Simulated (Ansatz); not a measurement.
## Ba2C (model cell, started as cuprite): phonons and vibrational spectra

Wanted: phonon frequencies of Ba2C (model cell, started as cuprite) and what follows from them.

Program: Ansatz 0.2.0. Level of theory: DFT PBEsol, scalar-relativistic, plane waves, PAW. Results are calculated unless marked as measured.

The structure was built from a prototype and need not be the compound's stable phase.

### Step 1. The structure

The structure is cubic, space group Pn-3m (No. 224). Conventional cell: a = 5.792 Å, b = 5.792 Å, c = 5.792 Å, α = 90.00°, β = 90.00°, γ = 90.00°. C has 4 Ba at 2.51 Å nearest. Nearest to Ba lie 2 C at 2.51 Å. Farther neighbours are not listed.

### Step 2. Relaxation

The cell and atoms are relaxed, since residual forces and stress would shift the frequencies.

Contents of input.yaml:

```yaml
crystal:
  lattice:
    - [5.79198, 0.0, 0.0]
    - [0.0, 5.79198, 0.0]
    - [0.0, 0.0, 5.79198]
  atoms:
    - { symbol: C, position: [0.0, 0.0, 0.0] }
    - { symbol: C, position: [0.5, 0.5, 0.5] }
    - { symbol: Ba, position: [0.25, 0.25, 0.25] }
    - { symbol: Ba, position: [0.75, 0.75, 0.25] }
    - { symbol: Ba, position: [0.75, 0.25, 0.75] }
    - { symbol: Ba, position: [0.25, 0.75, 0.75] }
kpoints:
  mp_grid: { grid: [6, 6, 6] }
hamiltonian:
  xc: pbesol
scf:
  occupations: { method: gaussian, width: 0.1 }
output:
  forces: true
  stress: true
  eigenvalues: true
relax:
  adjacent_minimum: "off"
  f_tol: 0.005
  max_steps: 80
  cell: { stress_tol: 0.05 }
```

Launch:

```console
$ ansatz run input.yaml --threads 8 --pin off --max-ram 14336MiB --backend cpu --events-out ev --progress --plain --runs-dir out
```

Numbers of over 12 decimals in the logs are rounded to 6 here.

The log of the run:

```text
Engine: ansatz 0.2.0, aarch64-unknown-linux-gnu
Pseudopotentials: kind: paw
Pseudopotential: C, paw, valence charge 4, recommended cutoff 420 eV (normal), C.paw.azcp
Pseudopotential: Ba, paw, valence charge 10, recommended cutoff 420 eV (normal), Ba.paw.azcp
Functional definition: PBEsol
  exchange = pbesol_x
  correlation = pbesol_c
Crystal: 6 atoms, lattice volume = 194.304 Å³
Basis set: ecut = 420 eV, 3791 PW (Γ), exchange–correlation on 80×80×80 points (8 copies of the dense FFT grid, shifted against one another)
Bands: 30, of which v1, the nominal top of the filled ones, is band 24 counted from 1 (23 counted from 0)
Symmetry: 48 space group operations
Space group: Pn-3m (ITA 224), of the structure as read, at distance tolerance 5.8e-5 Å
k-points: 20 of 216
Non-local potential: C, projectors of the file, l = 0: 2, l = 1: 2, l = 2: 1
Non-local potential: Ba, projectors of the file, l = 0: 3, l = 1: 2, l = 2: 2, l = 3: 2
PAW form: soft (Blöchl's): semilocal exchange-correlation on the pseudo side does not see the compensation charge
PAW frozen core: C, regenerated for the run's functional, and the local potential with it (the file was generated under x = pbe(κ = 0.804, μ = 0.219515), c = pbe(β = 0.066725))
PAW frozen core: Ba, regenerated for the run's functional, and the local potential with it (the file was generated under x = pbe(κ = 0.804, μ = 0.219515), c = pbe(β = 0.066725))
PAW one-centre angular grid: C, 110 points (default); XC on 64 Gauss nodes
PAW one-centre angular grid: Ba, 194 points (default); XC on 64 Gauss nodes
Initial density: superposition of atomic densities (neutral atoms: chi_scale 0, normalization atom), corrected by the library's trained network
Initial wavefunctions: pseudopotential atomic-orbital guess
Functional: x = pbesol(κ = 0.804, μ = 0.123457), c = pbesol(β = 0.046)
SCF iter   1: F=—  HF=-23937.334043 eV  |F-HF|=—  |Δ(HF+E_count)|=         —  Δρ=8.20e-3  dr2=2.43e-1  ethr=1.77e-3  ⟨swp⟩=8.8  Hψ=3165  notcnv=0
preconditioner: auto → Kerker (q_TF=auto, 2.161 Å⁻¹)  [metal: Δε(μ)=0.013 eV  Ē_g=9.824 eV  σ=0.100 eV  W_gap=0.07  n_scr=26 (ndim 8)  ℏωp=16.8 eV  f_vac=0.000  D(μ)=11.46/eV (n_scr^D=122)]
SCF iter   2: F=—  HF=-23937.300725 eV  |F-HF|=—  |Δ(HF+E_count)|=   3.33e-2  Δρ=2.94e-3  dr2=2.64e-2  ethr=5.06e-4  ⟨swp⟩=1.6  Hψ=788  notcnv=0  defer=3
SCF iter   3: F=—  HF=-23937.297238 eV  |F-HF|=—  |Δ(HF+E_count)|=   3.49e-3  Δρ=7.01e-4  dr2=1.40e-3  ethr=5.51e-5  ⟨swp⟩=2.0  Hψ=695  notcnv=0  defer=5
SCF iter   4: F=—  HF=-23937.297210 eV  |F-HF|=—  |Δ(HF+E_count)|=   2.77e-5  Δρ=2.00e-4  dr2=1.12e-4  ethr=2.92e-6  ⟨swp⟩=3.0  Hψ=1091  notcnv=0  defer=5
SCF iter   5: F=—  HF=-23937.297206 eV  |F-HF|=—  |Δ(HF+E_count)|=   4.43e-6  Δρ=6.56e-5  dr2=1.51e-5  ethr=2.34e-7  ⟨swp⟩=2.8  Hψ=1080  notcnv=0  defer=5
SCF iter   6: F=—  HF=-23937.297235 eV  |F-HF|=—  |Δ(HF+E_count)|=   2.91e-5  Δρ=1.25e-5  dr2=3.84e-7  ethr=3.14e-8  ⟨swp⟩=2.5  Hψ=966  notcnv=0  defer=5
SCF iter   7: F=-23937.297235 eV  HF=-23937.297235 eV  |F-HF|=1.86e-9  |Δ(HF+E_count)|=   1.04e-7  Δρ=3.00e-6  dr2=2.70e-8  ethr=2.08e-10  ⟨swp⟩=7.0  Hψ=2733  notcnv=0
SCF 1 converged in 7 iterations: F = -23937.297235 eV  dr2 = 2.70e-8
  greatest PAW one-centre occupation: 0.957 electrons in one spin orbital (limit 2), on the Ba atom at site 5 (counted from 0), in its partial waves of l = 0
relax step   1: F+E_penalty+E_count = -23937.29723490 eV  Δ(F+E_penalty+E_count) = +0.000e0 eV  max|allowed force component| = 3.855e-18 eV/Å  Δτ_max = 0.0000 Å  P = +6.029 GPa  Ω = 194.304 Å³  (7 SCF iters, dr2 threshold 1.00e-7 eV, accepted)
Crystal: 6 atoms, lattice volume = 224.128 Å³
Basis set: ecut = 420 eV, 4385 PW (Γ), exchange–correlation on 80×80×80 points (8 copies of the dense FFT grid, shifted against one another)
Initial density: handed on by an earlier stage of this run
Initial wavefunctions: those handed on with the density
iter 1 solved again at ethr=2.82e-3 eV; its pass at ethr=3.10e-3 eV (dr2=1.36e0 eV) is discarded
SCF iter   1: F=—  HF=-23938.076495 eV  |F-HF|=—  |Δ(HF+E_count)|=         —  Δρ=1.59e-2  dr2=1.37e0  ethr=2.82e-3  ⟨swp⟩=1.0  Hψ=3670  notcnv=0
preconditioner: auto → Kerker (q_TF=auto, 2.110 Å⁻¹)  [metal: Δε(μ)=0.008 eV  Ē_g=9.850 eV  σ=0.100 eV  W_gap=0.04  n_scr=32 (ndim 8)  ℏωp=15.7 eV  f_vac=0.000  D(μ)=14.59/eV (n_scr^D=170)]
SCF iter   2: F=—  HF=-23937.928208 eV  |F-HF|=—  |Δ(HF+E_count)|=   1.48e-1  Δρ=4.31e-3  dr2=9.57e-2  ethr=2.82e-3  ⟨swp⟩=2.4  Hψ=691  notcnv=0
SCF iter   3: F=—  HF=-23937.917936 eV  |F-HF|=—  |Δ(HF+E_count)|=   1.03e-2  Δρ=9.08e-4  dr2=1.86e-3  ethr=1.99e-4  ⟨swp⟩=2.0  Hψ=1178  notcnv=0
SCF iter   4: F=—  HF=-23937.918465 eV  |F-HF|=—  |Δ(HF+E_count)|=   5.29e-4  Δρ=1.95e-4  dr2=1.87e-4  ethr=3.88e-6  ⟨swp⟩=2.9  Hψ=1131  notcnv=0
SCF iter   5: F=—  HF=-23937.918498 eV  |F-HF|=—  |Δ(HF+E_count)|=   3.37e-5  Δρ=6.91e-5  dr2=2.73e-5  ethr=3.90e-7  ⟨swp⟩=2.1  Hψ=885  notcnv=0
SCF iter   6: F=—  HF=-23937.918496 eV  |F-HF|=—  |Δ(HF+E_count)|=   2.49e-6  Δρ=1.48e-5  dr2=1.44e-6  ethr=5.70e-8  ⟨swp⟩=2.2  Hψ=944  notcnv=0
SCF iter   7: F=-23937.918496 eV  HF=-23937.918496 eV  |F-HF|=1.98e-9  |Δ(HF+E_count)|=   4.91e-8  Δρ=3.44e-6  dr2=3.23e-8  ethr=1.25e-9  ⟨swp⟩=8.6  Hψ=3408  notcnv=0
SCF 2 converged in 7 iterations: F = -23937.918496 eV  dr2 = 3.23e-8
relax step   2: F+E_penalty+E_count = -23937.91849593 eV  Δ(F+E_penalty+E_count) = -6.213e-1 eV  max|allowed force component| = 4.664e-17 eV/Å  Δτ_max = 0.0000 Å  P = +1.184 GPa  Ω = 224.128 Å³  energy of the carried Pulay correction = -8.534e-3 eV  (7 SCF iters, dr2 threshold 6.00e-7 eV, accepted)
Crystal: 6 atoms, lattice volume = 232.852 Å³
Basis set: ecut = 420 eV, 4553 PW (Γ), exchange–correlation on 80×80×80 points (8 copies of the dense FFT grid, shifted against one another)
iter 1 solved again at ethr=1.77e-4 eV; its pass at ethr=3.10e-3 eV (dr2=8.48e-2 eV) is discarded
SCF iter   1: F=—  HF=-23937.962753 eV  |F-HF|=—  |Δ(HF+E_count)|=         —  Δρ=3.86e-3  dr2=8.64e-2  ethr=1.77e-4  ⟨swp⟩=1.1  Hψ=3391  notcnv=0
preconditioner: auto → Kerker (q_TF=auto, 2.097 Å⁻¹)  [metal: Δε(μ)=0.015 eV  Ē_g=9.819 eV  σ=0.100 eV  W_gap=0.08  n_scr=32 (ndim 8)  ℏωp=15.4 eV  f_vac=0.000  D(μ)=14.18/eV (n_scr^D=146)]
SCF iter   2: F=—  HF=-23937.953793 eV  |F-HF|=—  |Δ(HF+E_count)|=   8.96e-3  Δρ=9.73e-4  dr2=5.45e-3  ethr=1.77e-4  ⟨swp⟩=1.9  Hψ=752  notcnv=0  defer=1
SCF iter   3: F=—  HF=-23937.953152 eV  |F-HF|=—  |Δ(HF+E_count)|=   6.41e-4  Δρ=2.38e-4  dr2=1.50e-4  ethr=1.13e-5  ⟨swp⟩=2.0  Hψ=975  notcnv=0
SCF iter   4: F=—  HF=-23937.953273 eV  |F-HF|=—  |Δ(HF+E_count)|=   1.21e-4  Δρ=6.78e-5  dr2=1.91e-5  ethr=3.13e-7  ⟨swp⟩=2.9  Hψ=1209  notcnv=0
SCF iter   5: F=—  HF=-23937.953271 eV  |F-HF|=—  |Δ(HF+E_count)|=   1.28e-6  Δρ=1.92e-5  dr2=2.25e-6  ethr=3.97e-8  ⟨swp⟩=2.5  Hψ=1075  notcnv=0
SCF iter   6: F=-23937.953271 eV  HF=-23937.953271 eV  |F-HF|=6.79e-8  |Δ(HF+E_count)|=   1.98e-7  Δρ=5.48e-6  dr2=1.26e-7  ethr=1.25e-9  ⟨swp⟩=8.1  Hψ=3439  notcnv=0
SCF 3 converged in 6 iterations: F = -23937.953271 eV  dr2 = 1.26e-7
relax step   3: F+E_penalty+E_count = -23937.95327097 eV  Δ(F+E_penalty+E_count) = -3.478e-2 eV  max|allowed force component| = 1.484e-17 eV/Å  Δτ_max = 0.0000 Å  P = +0.203 GPa  Ω = 232.852 Å³  energy of the carried Pulay correction = -1.081e-2 eV  (6 SCF iters, dr2 threshold 6.00e-7 eV, accepted)
[...]
relax step   4: F+E_penalty+E_count = -23937.95404475 eV  Δ(F+E_penalty+E_count) = -7.738e-4 eV  max|allowed force component| = 5.782e-18 eV/Å  Δτ_max = 0.0000 Å  P = +0.010 GPa  Ω = 234.745 Å³  energy of the carried Pulay correction = -1.129e-2 eV  (6 SCF iters, dr2 threshold 1.03e-7 eV, accepted)
[...]
relax step   5: F+E_penalty+E_count = -23937.98130543 eV  Δ(F+E_penalty+E_count) = -2.726e-2 eV  max|allowed force component| = 9.252e-18 eV/Å  Δτ_max = 0.0000 Å  P = +0.153 GPa  Ω = 234.745 Å³  stress off target by 1.53e-1 GPa  SCF on the basis re-selected at this cell (its energy is not comparable with the rows above)  (6 SCF iters)
[...]
relax step   6: F+E_penalty+E_count = -23937.98167895 eV  Δ(F+E_penalty+E_count) = -3.735e-4 eV  max|allowed force component| = 1.735e-17 eV/Å  Δτ_max = 0.0000 Å  P = +0.010 GPa  Ω = 236.266 Å³  energy of the carried Pulay correction = -3.990e-4 eV  (6 SCF iters, dr2 threshold 5.88e-8 eV, accepted)
iter 1 solved again at ethr=2.61e-7 eV; its pass at ethr=3.10e-3 eV (dr2=1.25e-4 eV) is discarded
SCF iter   1: F=—  HF=-23937.982072 eV  |F-HF|=—  |Δ(HF+E_count)|=         —  Δρ=8.70e-6  dr2=6.99e-8  ethr=2.61e-7  ⟨swp⟩=3.4  Hψ=5044  notcnv=0
eigensolver tolerance schedule: the retry pair's looser diagonalisation over-reported the residual by 1793.60 of it (diagonalisation noise at 0.18 of the residual, at the tolerance the schedule requests for it); recorded, not acted on — ethr = c·dr2/N_el stays at c = 1.0e-1
preconditioner: auto → Kerker (q_TF=auto, 2.092 Å⁻¹)  [metal: Δε(μ)=0.006 eV  Ē_g=9.781 eV  σ=0.100 eV  W_gap=0.03  n_scr=32 (ndim 8)  ℏωp=15.3 eV  f_vac=0.000  D(μ)=14.20/eV (n_scr^D=146)]
SCF iter   2: F=—  HF=-23937.982024 eV  |F-HF|=—  |Δ(HF+E_count)|=   4.78e-5  Δρ=4.23e-6  dr2=5.95e-9  ethr=1.46e-10  ⟨swp⟩=2.6  Hψ=1165  notcnv=0
SCF iter   3: F=—  HF=-23937.982024 eV  |F-HF|=—  |Δ(HF+E_count)|=   1.69e-8  Δρ=1.58e-6  dr2=1.01e-9  ethr=1.24e-11  ⟨swp⟩=2.0  Hψ=750  notcnv=0
iter 4 did not close the SCF: its close was put off for the readings that it lacked (scf_convergence_deferred on its scf_iter line)
SCF iter   4: F=-23937.982024 eV  HF=-23937.982024 eV  |F-HF|=3.27e-11  |Δ(HF+E_count)|=   2.71e-9  Δρ=1.03e-7  dr2=5.01e-11  ethr=2.10e-12  ⟨swp⟩=2.0  Hψ=762  notcnv=0
iter 5 did not close the SCF: its close was put off for the readings that it lacked (scf_convergence_deferred on its scf_iter line)
SCF iter   5: F=-23937.982024 eV  HF=-23937.982024 eV  |F-HF|=3.64e-12  |Δ(HF+E_count)|=  2.18e-11  Δρ=3.03e-8  dr2=3.61e-12  ethr=1.00e-12  ⟨swp⟩=1.0  Hψ=600  notcnv=0
iter 6 did not close the SCF: its close was put off for the readings that it lacked (scf_convergence_deferred on its scf_iter line)
SCF iter   6: F=-23937.982024 eV  HF=-23937.982024 eV  |F-HF|=1.09e-11  |Δ(HF+E_count)|=  3.64e-12  Δρ=9.91e-9  dr2=3.99e-13  ethr=1.00e-12  ⟨swp⟩=1.0  Hψ=600  notcnv=0
iter 7 did not close the SCF: its close was put off for the readings that it lacked (scf_convergence_deferred on its scf_iter line)
SCF iter   7: F=-23937.982024 eV  HF=-23937.982024 eV  |F-HF|=7.28e-12  |Δ(HF+E_count)|=  3.64e-12  Δρ=2.10e-9  dr2=1.67e-14  ethr=1.00e-12  ⟨swp⟩=1.0  Hψ=600  notcnv=0
SCF iter   8: F=-23937.982024 eV  HF=-23937.982024 eV  |F-HF|=1.09e-11  |Δ(HF+E_count)|=  1.46e-11  Δρ=3.72e-10  dr2=4.86e-16  ethr=1.00e-12  ⟨swp⟩=1.8  Hψ=1394  notcnv=0
SCF 7 converged in 8 iterations: F = -23937.982024 eV  dr2 = 4.86e-16
relax step   7: F+E_penalty+E_count = -23937.98202445 eV  Δ(F+E_penalty+E_count) = -3.455e-4 eV  max|allowed force component| = 1.272e-17 eV/Å  Δτ_max = 0.0000 Å  P = +0.010 GPa  Ω = 236.266 Å³  stress off target by 1.05e-2 GPa  SCF on the basis re-selected at this cell (its energy is not comparable with the rows above)  (8 SCF iters)
basis re-selected at this cell: Δ(F+E_penalty+E_count) = -3.455e-4 eV, ΔP = +0.000 GPa vs the last step (what re-selecting the basis moved, of the pressure what is left beyond the Pulay correction that the steps carried, after the strain that the cell walked since its last selection, with what the two solves' SCF thresholds leave and, on support functions, any second-order correction that the steps lacked; it is no m [...]
SCF converged after 8 iterations
Free energy (F): -23937.982024 eV
Harris-Foulkes:  -23937.982024 eV  (|F-HF|=1.09e-11)
Internal energy: -23937.911045 eV  (E = F + TS)
E sigma→0 (E₀):  -23937.946535 eV
Entropy (-TS):   -0.070980 eV (-11.830 meV/atom)
Fermi energy:    6.401669 eV
--- Per-component energies (eV) ---
  E_band       = -270.625768
  E_kinetic    = 836.511888
  E_local      = -1688.635003  (includes V_loc(G=0)·N_el)
  E_nonlocal   = 290.322704
  E_hartree    = 551.191152
  E_xc         = -756.513326
  E_vxc        = -652.844999  (∫ρ·V_xc dr)
  E_paw        = -20750.508264  (= ΣΔE_a)
  E_vpaw       = -158.362661  (= ΣTr[D̂ρ^β])
  E_aug_tail   = -0.000000  (compensation charges beyond the density's cutoff)
  E_ewald      = -2420.928129
  E_core_change = 0.647934  (= ΣΔE_core)
  E_smearing   = -0.070980  (= −TS)
  E_closure    = 0.000000  (closes the sum)
  Σ components = -23937.982024   (vs F -23937.982024, Δ=0.00e0)
--- Forces (eV/Å), atoms counted from 1 ---
  atom   1  C     -0.00000000     0.00000000    -0.00000000
  atom   2  C      0.00000000     0.00000000     0.00000000
  atom   3  Ba     0.00000000    -0.00000000    -0.00000000
  atom   4  Ba     0.00000000    -0.00000000     0.00000000
  atom   5  Ba    -0.00000000    -0.00000000    -0.00000000
  atom   6  Ba     0.00000000     0.00000000     0.00000000
  max |Σ_I F_I| component: 2.31e-18 eV/Å
--- Stress (GPa, compression-positive) ---
        0.010498       0.000000      -0.000000
        0.000000       0.010498       0.000000
       -0.000000       0.000000       0.010498
  P = ⅓ Tr σ = 0.0105 GPa (0.105 kbar)
--- Band table (eV; the first three rows and the last of 20) ---
  k-point 0: bands = [... 20 lower, 4.5437, 4.6615, 6.5960, 6.5960, 7.0918, 7.0918, 7.0918, 7.1425, ... 2 higher]
  k-point 1: bands = [... 20 lower, 4.6862, 4.8073, 6.5516, 6.6844, 6.6844, 6.7191, 7.1073, 7.1582, ... 2 higher]
  k-point 2: bands = [... 20 lower, 5.0401, 5.1729, 6.1805, 6.1805, 6.3917, 6.8605, 7.0729, 7.4040, ... 2 higher]
  k-point 19: bands = [... 20 lower, 4.8263, 6.2775, 6.2775, 6.2775, 6.6703, 6.6703, 6.6703, 8.5308, ... 2 higher]
--- Relaxed structure (5 steps of the walk, 5 accepted, 2 SCFs on fresh bases) ---
  F+E_penalty+E_count = -23937.98202445 eV   max|allowed force component| = 1.272e-17 eV/Å   (the final SCF, on the basis selected at the relaxed cell)
  cell:  # Å, volume = 236.2661 Å³
    - [6.182069, 0, 0]
    - [0, 6.182069, 0.0]
    - [0, 0.0, 6.182069]
  atoms:
    - { symbol: C, position: [0, 0, 0] }
    - { symbol: C, position: [0.5, 0.5, 0.5] }
    - { symbol: Ba, position: [0.25, 0.25, 0.25] }
    - { symbol: Ba, position: [0.75, 0.75, 0.25] }
    - { symbol: Ba, position: [0.75, 0.25, 0.75] }
    - { symbol: Ba, position: [0.25, 0.75, 0.75] }
```

Elapsed: 8.2 s, on 8 threads of Arm Neoverse V2, shared host; peak memory 0.81 GiB.

Relaxation path:

```
step  energy less that of the first step (eV)  largest force component (eV/Å)  pressure (GPa)  volume (Å³)
   1                                   0.0000                          0.0000            6.03       194.30
   2                                  -0.6213                          0.0000            1.18       224.13
   3                                  -0.6560                          0.0000            0.20       232.85
   4                                  -0.6568                          0.0000            0.01       234.75
  5*                                  -0.6841                          0.0000            0.15       234.75
   6                                  -0.6844                          0.0000            0.01       236.27
  7*                                  -0.6848                          0.0000            0.01       236.27
```

Relaxation steps marked * repeat the geometry before them on a plane-wave basis chosen anew for their cell, so energy and pressure can jump there.

The run keeps the 48 symmetry operations that it works with, so distortions that break them were not tested.

```csv
"conventional cell, symmetrised",before,after,change
a (Å),5.792,6.182,+6.7 %
b (Å),5.792,6.182,+6.7 %
c (Å),5.792,6.182,+6.7 %
volume (Å³/atom),32.38,39.38,+21.6 %
```

The relaxed structure:

```xyz
6
Lattice="6.1821 0.0000 0.0000 0.0000 6.1821 0.0000 0.0000 0.0000 6.1821" Properties=species:S:1:pos:R:3 pbc="T T T"
C     0.0000    0.0000    0.0000
C     3.0910    3.0910    3.0910
Ba    1.5455    1.5455    1.5455
Ba    4.6366    4.6366    1.5455
Ba    4.6366    1.5455    4.6366
Ba    1.5455    4.6366    4.6366
```

Numbers from this step:

| Item | Value |
| --- | --- |
| pressure | 0.01050 GPa |
| volume per atom | 39.38 Å³ |
| gap on the k-mesh | 0 eV |

In this step the volume went from 32.38 to 39.38 Å³/atom.

### Step 3. Relaxation

The relaxation is repeated from its end on the same settings, as a check that it has come to rest.

Edit input.yaml of step 2 so:

```diff
@@ -2,5 +2,5 @@
   lattice:
-    - [5.79198, 0.0, 0.0]
-    - [0.0, 5.79198, 0.0]
-    - [0.0, 0.0, 5.79198]
+    - [6.1820686643, 0.0, 0.0]
+    - [0.0, 6.1820686643, 0.0]
+    - [0.0, 0.0, 6.1820686643]
   atoms:
@@ -22,2 +22,6 @@
   eigenvalues: true
+  write_density: true
+  write_potential: true
+  elf: true
+  volumetric_format: npy
 relax:
```

The log of the run:

```text
[...]
Crystal: 6 atoms, lattice volume = 236.266 Å³
Basis set: ecut = 420 eV, 4625 PW (Γ), exchange–correlation on 90×90×90 points (8 copies of the dense FFT grid, shifted against one another)
Bands: 30, of which v1, the nominal top of the filled ones, is band 24 counted from 1 (23 counted from 0)
Symmetry: 48 space group operations
[...]
k-points: 20 of 216
[...]
cell:  # Å, volume = 236.2661 Å³
    - [6.1820686643, 0.0, 0.0]
    - [0.0, 6.1820686643, 0.0]
    - [0.0, 0.0, 6.1820686643]
  atoms:
    - { symbol: C, position: [0.0, 0.0, 0.0] }
    - { symbol: C, position: [0.5, 0.5, 0.5] }
    - { symbol: Ba, position: [0.25, 0.25, 0.25] }
    - { symbol: Ba, position: [0.75, 0.75, 0.25] }
    - { symbol: Ba, position: [0.75, 0.25, 0.75] }
    - { symbol: Ba, position: [0.25, 0.75, 0.75] }
[key lines of the parts left out:]
SCF converged after 6 iterations
Free energy (F): -23937.982024 eV
Fermi energy:    6.401669 eV
P = ⅓ Tr σ = 0.0105 GPa (0.105 kbar)
```

Elapsed: 3 s, on 8 threads; peak memory 0.8 GiB.

Little changed from the start: no atom moved by 0.005 Å and no cell edge by 0.1 %.

In this step the volume went from 39.38 to 39.38 Å³/atom.

### Step 4. Relaxing to small forces for the phonons

Phonons need a cell at rest on their own settings, so the relaxation is repeated with tight tolerances on forces and stress, using the mesh and the filling of the phonon run that follows.

input.yaml, the sections that differ from step 3:

```yaml
scf:
  occupations: { method: methfessel_paxton, width: 0.2 }
output:
  forces: true
  stress: true
  eigenvalues: true
relax:
  adjacent_minimum: "off"
  f_tol: 0.001
  max_steps: 60
  cell: { stress_tol: 0.01 }
# crystal, kpoints, hamiltonian: as in step 3
```

The log of the run:

```text
[...]
Crystal: 6 atoms, lattice volume = 236.266 Å³
Basis set: ecut = 420 eV, 4625 PW (Γ), exchange–correlation on 90×90×90 points (8 copies of the dense FFT grid, shifted against one another)
Bands: 30, of which v1, the nominal top of the filled ones, is band 24 counted from 1 (23 counted from 0)
Symmetry: 48 space group operations
[...]
k-points: 20 of 216
[...]
cell:  # Å, volume = 236.2661 Å³
    - [6.1820686643, 0.0, 0.0]
    - [0.0, 6.1820686643, 0.0]
    - [0.0, 0.0, 6.1820686643]
  atoms:
    - { symbol: C, position: [0.0, 0.0, 0.0] }
    - { symbol: C, position: [0.5, 0.5, 0.5] }
    - { symbol: Ba, position: [0.25, 0.25, 0.25] }
    - { symbol: Ba, position: [0.75, 0.75, 0.25] }
    - { symbol: Ba, position: [0.75, 0.25, 0.75] }
    - { symbol: Ba, position: [0.25, 0.75, 0.75] }
[key lines of the parts left out:]
SCF converged after 7 iterations
Free energy (F): -23937.959125 eV
Fermi energy:    6.397617 eV
P = ⅓ Tr σ = 0.0029 GPa (0.029 kbar)
```

Elapsed: 2.9 s, on 8 threads; peak memory 0.79 GiB.

Little changed from the start: no atom moved by 0.005 Å and no cell edge by 0.1 %.

This step gave:

* pressure: 0.002874 GPa

The forces vanish by symmetry and the pressure is 0.003 GPa, within the tolerances set. The cell now holds 39.38 Å³/atom.

(Part 1 of 2 ends here.)

[Logs are printed without paths, hosts, clocks, repeated set-up lines and the standing remarks that a program may print on its own settings, such as how far it seeks lower states.]

[Hosts, paths, dates, database ids (printed as entryN), source tags and the programs' standing remarks are cut or masked in the printed files.]
